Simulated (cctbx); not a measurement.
# Resonant diffraction in LaErFeAu

Space group Pmc2_1 (no. 26), a = 4.6870 Å, b = 5.6410 Å, c = 7.0710 Å, α = 90.00°, β = 90.00°, γ = 90.00°.

| atom | mult. | x | y | z | Ueq (Å²) |
| --- | --- | --- | --- | --- | --- |
| Au1 | 2 | 0 | 0.9075 | 0.0427 | 0.0065 |
| Er1 | 2 | 1/2 | 0.1331 | 0.8121 | 0.0078 |
| La1 | 2 | 0 | 0.3999 | 0.1812 | 0.0140 |
| Fe1 | 2 | 1/2 | 0.5966 | 0.9581 | 0.0130 |

The model was made for the exercise: a known structure type with other elements put in, its volume estimated, not relaxed; displacement parameters are assumed.

Calculated with cctbx: free-atom f′ and f″ from the Sasaki tables, no fine structure; amplitudes in electrons.

How do |F(hkl)| and |F(−h−k−l)| change across the Er L3 edge?

```text
E (eV)    f'(Er)   f''           |F|1 1 1        |F|2 0 0        |F|0 0 2        |F|0 2 0
   7758   -8.47   4.18      112.5/ 103.8    330.6/ 330.6     45.5/  52.1     80.8/  80.8
   8108  -10.36   3.89      109.2/ 101.2    327.9/ 327.9     48.4/  55.3     81.5/  81.5
   8238  -11.98   3.79      106.7/  98.9    325.0/ 325.0     51.0/  58.2     81.9/  81.9
   8298  -13.39   3.75      104.6/  96.9    322.4/ 322.4     53.2/  60.8     82.2/  82.2
   8328  -14.86   3.73      102.4/  94.8    319.6/ 319.6     55.7/  63.7     82.5/  82.5
   8343  -16.33   3.71      100.3/  92.6    316.8/ 316.8     58.2/  66.5     82.8/  82.8
   8350  -17.64   3.71       98.5/  90.7    314.3/ 314.3     60.4/  69.0     83.1/  83.1
   8354  -19.04   3.71       96.5/  88.7    311.6/ 311.6     62.8/  71.7     83.4/  83.4
   8362  -19.51  10.57       98.8/  88.3    312.8/ 312.8     58.6/  76.1     83.3/  83.3
   8366  -17.86  10.56      101.0/  90.7    316.0/ 316.0     55.4/  73.1     82.9/  82.9
   8373  -16.41  10.53      103.0/  92.8    318.7/ 318.7     52.7/  70.4     82.7/  82.7
   8388  -14.84  10.48      105.1/  95.1    321.7/ 321.7     49.8/  67.5     82.4/  82.4
   8418  -13.29  10.39      107.2/  97.4    324.7/ 324.7     47.0/  64.5     82.1/  82.1
   8508  -11.35  10.12      109.7/ 100.2    328.4/ 328.4     43.6/  60.8     81.7/  81.7
   8758   -9.61   9.54      111.5/ 102.8    331.6/ 331.6     40.8/  57.0     81.4/  81.4
```

The edge is at 8358 eV. f′ of Er falls from -12.0 e at 8238 eV to -19.0 e at 4 eV below it, and f″ steps from 3.71 to 10.56 e across it. Over that approach |F| changes by -10 % (1 1 1), -4 % (2 0 0), +23 % (0 0 2) and +2 % (0 2 0): a reflection falls where Er scatters in phase with the total and rises where it scatters against it; it hardly moves where the Er term is small or cancels by symmetry or lies in quadrature to the total. The f″ term interferes with the normal scattering with opposite sign for the two Friedel mates. The largest Friedel difference in the scan is 33.1 % of the mean (0 0 2, at 8758 eV).

[Logs are printed without paths, hosts, clocks, repeated set-up lines and the standing remarks that a program may print on its own settings, such as how far it seeks lower states.]
